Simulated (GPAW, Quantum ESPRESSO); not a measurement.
Consider Sb (Antimony, Pm-3m).

```
Sb
1.0
     3.16000    0.00000    0.00000
     0.00000    3.16000    0.00000
     0.00000    0.00000    3.16000
Sb
1
Direct
  0.00000 0.00000 0.00000
```

Absorber: atom 1, with 6 Sb at 3.16 Å (octahedral, site symmetry m-3m). Method: Quantum ESPRESSO XSpectra, LDA, excited-electron core hole (neutral cell), 4-atom cell with 5.5 Å between holes, 5×5×5 k points, dipole transitions, Lorentzian half width 4.58 eV (not a setting of the program: the run's 0.4 eV curve was folded afterwards with a further Lorentzian).

This is not the structure that Sb takes at ambient pressure and room temperature (space group No. 166); it is a model or a phase of other conditions.

Q: Where do the maxima of the Sb K edge fall?

Main maxima up to 30 eV above the zero (height): 3.6 eV (1.12) and 21.4 eV (1.07). A K edge sees empty p states on the absorber. 

The Sb K spectrum (energy from the energy zero of the input (xe0, at the border of filled and empty states); intensity scaled to a mean of 1 over the first 20 eV; folded afterwards to Lorentzian half width 4.58 eV; the points at xe0, where the cut of filled states can leave a spike, are interpolated):

```csv
E (eV),intensity
-2.0,0.58
-1.4,0.65
-0.8,0.72
-0.2,0.80
0.4,0.88
1.0,0.95
1.6,1.02
2.2,1.07
2.8,1.10
3.4,1.12
4.0,1.11
4.6,1.09
5.2,1.07
5.8,1.04
6.4,1.01
7.0,0.99
7.6,0.97
8.2,0.96
8.8,0.95
9.4,0.95
10.0,0.94
10.6,0.94
11.2,0.94
11.8,0.95
12.4,0.95
13.0,0.95
13.6,0.96
14.2,0.97
14.8,0.97
15.4,0.98
16.0,0.99
16.6,1.00
17.2,1.02
17.8,1.03
18.4,1.04
19.0,1.05
19.6,1.06
20.2,1.06
20.8,1.07
21.4,1.07
22.0,1.07
22.6,1.06
23.2,1.05
23.8,1.05
24.4,1.03
25.0,1.02
25.6,1.01
26.2,1.00
26.8,0.99
27.4,0.98
28.0,0.97
28.6,0.96
29.2,0.96
29.8,0.95
30.4,0.95
31.0,0.95
31.6,0.95
```

The holes are only 5.5 Å apart, so the shape is probably not converged with cell size; no larger cell was run here. The structure is a published determination, not relaxed.

[Banner, clock and machine lines of the logs are left out without a mark of their own.]

[Logs are printed without paths, hosts, clocks, repeated set-up lines and the standing remarks that a program may print on its own settings, such as how far it seeks lower states.]

[Hosts, paths, dates, database ids (printed as entryN), source tags and the programs' standing remarks are cut or masked in the printed files.]

[Lists of maxima count a maximum above −3 eV only where it reaches 4 % of the highest in the window and stands out from its surroundings by 2 % of it (1.5 % where it reaches 55 %); shoulders and weaker maxima are passed over, and of the rest the first, up to two pre-edge ones and the few strongest are named.]
